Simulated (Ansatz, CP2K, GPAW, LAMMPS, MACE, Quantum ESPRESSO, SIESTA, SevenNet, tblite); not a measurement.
## Running 47In2O3-53ZnO (mol %) with crystalline order left by the classical run (65 atoms) with tblite

Aim: run 47In2O3-53ZnO (mol %) with crystalline order left by the classical run (65 atoms) in tblite and see how near its forces come to a plane-wave reference, and at what cost.

Program: tblite 0.8.0. Level of theory: the method is named at each step. Results are calculated unless marked as measured.

## Step 1: Set-up

The cell holds 65 atoms: 18 In, 10 Zn and 37 O. Cell: a = 9.441 Å, b = 9.441 Å, c = 9.441 Å, α = 90.0°, β = 90.0°, γ = 90.0°. 65 atoms (18 Sc, 10 Zn, 37 O) placed at random at 4.13 g/cm³, melted at 5000 K for 10 ps at fixed volume with the Morse and Coulomb pair potential with partial charges (Pedone, Malavasi, Menziani, Cormack and Segre, J. Phys. Chem. B 110, 11780 (2006)). Quenched from 5000 K to 300 K at 1000 K/ps and fixed volume, held 10 ps at zero pressure, then minimised at fixed cell. Then Sc was replaced by In and the cell scaled by 1.027 (the potential has no terms for the new elements, so the cell is a start for a DFT relaxation).

The yardstick, on the same geometry:

```
method                                           : Kohn-Sham DFT, PBE, PAW, plane waves (Ansatz 0.2.0); cutoff 420 eV, Γ point, fermi-dirac smearing of 0.05 eV; PAW set soft_2
r.m.s. force component                           : 0.2783 eV/Å
longest force                                    : 1.061 eV/Å
pressure                                         : 1.416 GPa
spacing of highest filled and lowest empty level : 0.2554 eV
SCF cycles                                       : 12
time                                             : 6.3 s on 8 threads of Arm Neoverse V2, shared host
CPU time                                         : 44 s
```

## Step 2: IPEA1-xTB

Method: IPEA1-xTB tight binding, diagonalisation.

File run.py:

```python
import numpy as np
from ase.io import read
from tblite.ase import TBLite

atoms = read("structure.xyz")
atoms.calc = TBLite(method="IPEA1-xTB", electronic_temperature=580, accuracy=1.0, max_iterations=250, mixer_damping=0.4, verbosity=1)
energy = atoms.get_potential_energy()
forces = atoms.get_forces()
print(f"energy {energy:.6f} eV")
print("forces (eV/A)")
for i, (a, f) in enumerate(zip(atoms, forces)):
    print(f"{i:4d} {a.symbol:2s} {f[0]:10.5f} {f[1]:10.5f} {f[2]:10.5f}")
stress = -atoms.get_stress(voigt=False) * 160.21766
print("stress (GPa, compression positive)")
for row in stress:
    print(" ".join(f"{x:10.4f}" for x in row))
print("charges (e)")
print(np.array2string(atoms.get_charges(), precision=4, suppress_small=True, max_line_width=110, threshold=100000))
```

File structure.xyz:

```xyz
65
Lattice="9.44060 0.00000 0.00000 0.00000 9.44060 0.00000 0.00000 0.00000 9.44060" Properties=species:S:1:pos:R:3 pbc="T T T"
In 0.56209 6.36315 7.68172
In 2.40367 1.62463 3.02977
In 3.34849 7.43768 7.29570
In 6.94809 7.82418 6.28385
In 7.14370 1.57309 6.25147
In 3.31913 0.81208 8.87086
In 0.24980 6.39667 1.52541
In 0.22006 3.04214 7.93407
In 7.45619 4.65280 3.29345
In 7.08272 1.50030 9.39170
In 7.08687 7.84891 2.97284
In 0.86589 8.20888 4.77845
In 1.38616 4.78468 4.88457
In 7.62744 1.49105 3.12182
In 3.89481 4.04511 8.15498
In 3.74556 5.25964 2.05182
In 4.44841 3.29647 4.77137
In 7.12756 4.77581 0.04059
Zn 7.11425 4.72757 6.46209
Zn 0.40963 0.00349 1.28977
Zn 6.39846 7.97655 9.13671
Zn 0.63007 3.38889 1.64616
Zn 4.52025 0.11187 4.72738
Zn 4.86210 6.33578 4.54697
Zn 3.60272 8.15479 1.50776
Zn 1.94439 1.36266 6.16056
Zn 4.99766 2.91016 1.67778
Zn 0.04126 9.31098 7.86685
O 1.82591 6.70972 5.84864
O 4.39535 8.28356 9.03041
O 2.68453 3.38559 1.77125
O 2.57294 5.69306 8.17952
O 5.00644 1.62426 6.03623
O 2.29671 6.67082 1.68080
O 9.27954 7.99477 2.97181
O 3.26126 5.24926 4.10997
O 2.43162 0.08043 4.51081
O 4.86484 7.84514 5.91708
O 5.02391 4.53621 6.41215
O 4.57444 1.65277 3.24700
O 4.99228 7.51585 2.82925
O 7.01786 6.32803 7.94455
O 9.02191 7.90244 6.41791
O 9.25075 1.40146 9.28889
O 9.32778 1.46528 6.46889
O 7.12652 0.04069 1.54580
O 5.39464 4.35372 3.12720
O 7.26643 3.02146 1.57205
O 7.37018 3.15543 7.93615
O 7.04042 0.00991 7.80417
O 2.15142 9.19439 7.47450
O 0.25801 1.64465 2.72909
O 2.36789 2.58229 7.93907
O 2.32324 2.85918 4.86880
O 9.38094 4.63647 0.06712
O 4.99719 1.92494 9.37055
[... 5 atom lines left out ...]
O 9.42719 4.65459 6.52374
O 5.00654 4.74815 0.36186
O 7.34309 2.98823 4.64799
O 7.03221 6.29225 4.68433
```

The run is started by

```console
OMP_NUM_THREADS=1 python run.py > output.txt
```

The log of the run:

```text
------------------------------------------------------------
  cycle        total energy    energy error   density error
------------------------------------------------------------
      1     -196.7092544767  -1.9662273E+02   8.1518985E-01
      2     -205.4859681752  -8.7767137E+00   3.7828862E-01
      3     -206.9337700300  -1.4478019E+00   3.5628168E-01
      4     -208.6457166630  -1.7119466E+00   1.6725383E-01
      5     -209.8090888922  -1.1633722E+00   9.1022438E-02
      6     -210.3106702327  -5.0158134E-01   4.7710731E-02
      7     -210.3521879222  -4.1517689E-02   3.9207818E-02
      8     -210.3790069214  -2.6818999E-02   3.1583693E-02
      9     -210.4107945339  -3.1787613E-02   1.8713188E-02
     10     -210.4268271269  -1.6032593E-02   1.1316311E-02
     11     -210.4308042378  -3.9771109E-03   5.6023558E-03
     12     -210.4309702551  -1.6601733E-04   4.6815524E-03
     13     -210.4317254799  -7.5522478E-04   1.9009344E-03
     14     -210.4319115080  -1.8602811E-04   8.0397992E-04
     15     -210.4319300356  -1.8527620E-05   3.2976023E-04
     16     -210.4319303403  -3.0472088E-07   3.0425497E-04
     17     -210.4319331184  -2.7780643E-06   1.7882590E-04
     18     -210.4319345585  -1.4401352E-06   3.8205903E-05
     19     -210.4319346029  -4.4435751E-08   3.1782994E-05
     20     -210.4319346373  -3.4352126E-08   3.2863676E-06
------------------------------------------------------------
 total:                                   3.801 sec
energy -5726.144605 eV
forces (eV/A)
   0 In   -0.92359   -0.59970    0.76058
   1 In    0.15105    0.05635   -0.28154
   2 In    0.87716    0.05708    0.10059
   3 In    0.31885   -0.21447   -0.10730
   4 In   -0.26029    0.14595   -0.09283
   5 In    0.13065    0.29354    0.22319
   6 In    0.22452   -0.01726   -0.20453
   7 In    0.10789   -0.06967    0.19965
   8 In    0.02241   -0.05619    0.11160
   9 In   -0.08879   -0.09915    0.08881
  10 In   -0.46642   -0.03881   -0.00883
  11 In   -0.13638   -0.10239   -0.41200
  12 In   -0.41529   -0.03576   -0.28680
  13 In    0.21751    0.17206   -0.19589
  14 In    0.27227   -0.02658   -0.08446
  15 In   -0.64119    0.68231   -0.29337
  16 In    0.44612   -0.25258    0.54458
  17 In    0.11800   -0.02850   -0.21496
  18 Zn   -0.06521    0.19130    0.14184
  19 Zn   -0.08007    0.14951   -0.06554
  20 Zn   -0.15596    0.19328   -0.37853
  21 Zn    0.06624    0.40998    0.18959
  22 Zn    0.07779    0.26639    0.14654
  23 Zn    0.04106    0.38278    0.01860
[...]
57 O     0.13559    0.28720    0.06312
  58 O     0.14610   -0.06392   -0.08366
  59 O    -0.25265   -0.17539    0.17701
  60 O     0.20267    0.04189   -0.19264
  61 O    -0.64655   -0.03502    0.01671
  62 O    -0.02157   -0.26443   -0.01524
  63 O    -0.10542    0.29934    0.12838
  64 O    -0.65549   -0.29484    0.36764
stress (GPa, compression positive)
   -9.5733    -0.5600    -0.8516
   -0.5600    -7.5810     0.4980
   -0.8516     0.4980    -7.7973
charges (e)
[ 0.4986  0.4089  0.4805  0.469   0.4949  0.4515  0.4779  0.4738  0.496   0.4851  0.4814  0.5005  0.5116
  0.4776  0.4872  0.4562  0.4726  0.4944  0.521   0.4984  0.4951  0.5046  0.5006  0.5099  0.4895  0.494
  0.5225  0.5036 -0.3415 -0.364  -0.3957 -0.3508 -0.3776 -0.3764 -0.354  -0.3571 -0.3712 -0.3585 -0.3709
 -0.3815 -0.401  -0.3766 -0.3581 -0.3892 -0.3841 -0.3827 -0.3732 -0.3729 -0.3652 -0.3762 -0.3779 -0.3706
 -0.3564 -0.363  -0.3593 -0.3716 -0.3765 -0.3828 -0.3523 -0.3641 -0.3612 -0.344  -0.3611 -0.3673 -0.3702]
```

Run time: 4.3 s. Hardware: 1 thread of Arm Neoverse V2, shared host; peak memory 0.11 GiB.

Banners, paths, timers and routine set-up lines are dropped from the logs unmarked, and long logs keep their key lines alone; longer cuts are marked.

Compared with the plane-wave run:

- r.m.s. force component: 0.2682 eV/Å
- r.m.s. difference of force components: 189.9 meV/Å
- longest difference of force vectors: 632.2 meV/Å
- force difference over r.m.s. force: 68.23 %
- slope of forces against the reference's: 0.7317
- correlation of force components: 0.7592
- pressure: -8.317 GPa
- pressure difference: -9.733 GPa

Length of the force difference by element (eV/Å):

| element | atoms | mean | most |
| --- | --- | --- | --- |
| In | 18 | 0.30 | 0.63 |
| O | 37 | 0.28 | 0.58 |
| Zn | 10 | 0.39 | 0.60 |

A closer look about In12, picked at random: 9 atoms, nearest first, numbered in the order of the input, with positions taken from that point.

```
atom      x      y      z  distance (Å)  bonds  Mulliken charge (e)     Fx     Fy  Fz (eV/Å)
In12   0.00   0.00   0.00          0.00      4                 0.50  -0.14  -0.10      -0.41
 O37   1.57   1.31  -0.27          2.06      4                -0.37   0.12   0.16       0.19
 O29   0.96  -1.50   1.07          2.08      4                -0.34   0.30  -0.04      -0.26
 O35  -1.03  -0.21  -1.81          2.09      4                -0.35   0.08   0.37      -0.42
 O43  -1.28  -0.31   1.64          2.11      4                -0.36  -0.30   0.33       0.28
Zn26   1.08   2.59   1.38          3.13      5                 0.49  -0.24  -0.01      -0.05
 O51   1.29   0.99   2.70          3.15      4                -0.38  -0.29   0.24      -0.06
 O45  -0.98   2.70   1.69          3.33      4                -0.38   0.06  -0.06       0.21
Zn28  -0.82   1.10   3.09          3.38      6                 0.50   0.01   0.12       0.00
```

Atoms are counted from 1 here, from 0 in the log.

Forces lie 68 % from the reference's, at 0.097 times its CPU time (on 1 against 8 cores).

Left out of this page: tblite GFN1-xTB (killed or ended with an error).

## Step 3: Results

- force difference from the reference: tblite IPEA1-xTB, 68 %
- its CPU time: 4.3 s

In words: Tight binding differs by 68 % (tblite IPEA1-xTB); it is another model, with fitted parameters of its own, and the xTB methods hold dispersion. IPEA1-xTB was fitted to ionisation energies and electron affinities, not to forces or charges. One electronic-structure run takes under half the reference's CPU time: tblite IPEA1-xTB, at 68 % in 4.3 s against 44 s, too far off to be of use; its pressure misses by -9.7 GPa. Periodic xTB results under one method name differ between programs and library versions. The quench rate of 1000 K/ps is many orders above laboratory rates, so the cell is likely richer in defects and strain than a real sample. The network of bonds at the start is that of the classical potential that made the cell, and needn't be the one that DFT or experiment would give. The reference's stress is far from hydrostatic: its diagonal is -1.0, 3.0, 2.3 GPa, compression counted positive. The electronic-structure runs sample only Γ, in a cell whose shortest periodic width is 9 Å.

[Also dropped from logs without a mark: logging warnings of Python, and SIESTA's first energy breakdown and zero terms.]

[Logs are printed without paths, hosts, clocks, repeated set-up lines and the standing remarks that a program may print on its own settings, such as how far it seeks lower states.]

[Hosts, paths, dates, database ids (printed as entryN), source tags and the programs' standing remarks are cut or masked in the printed files.]
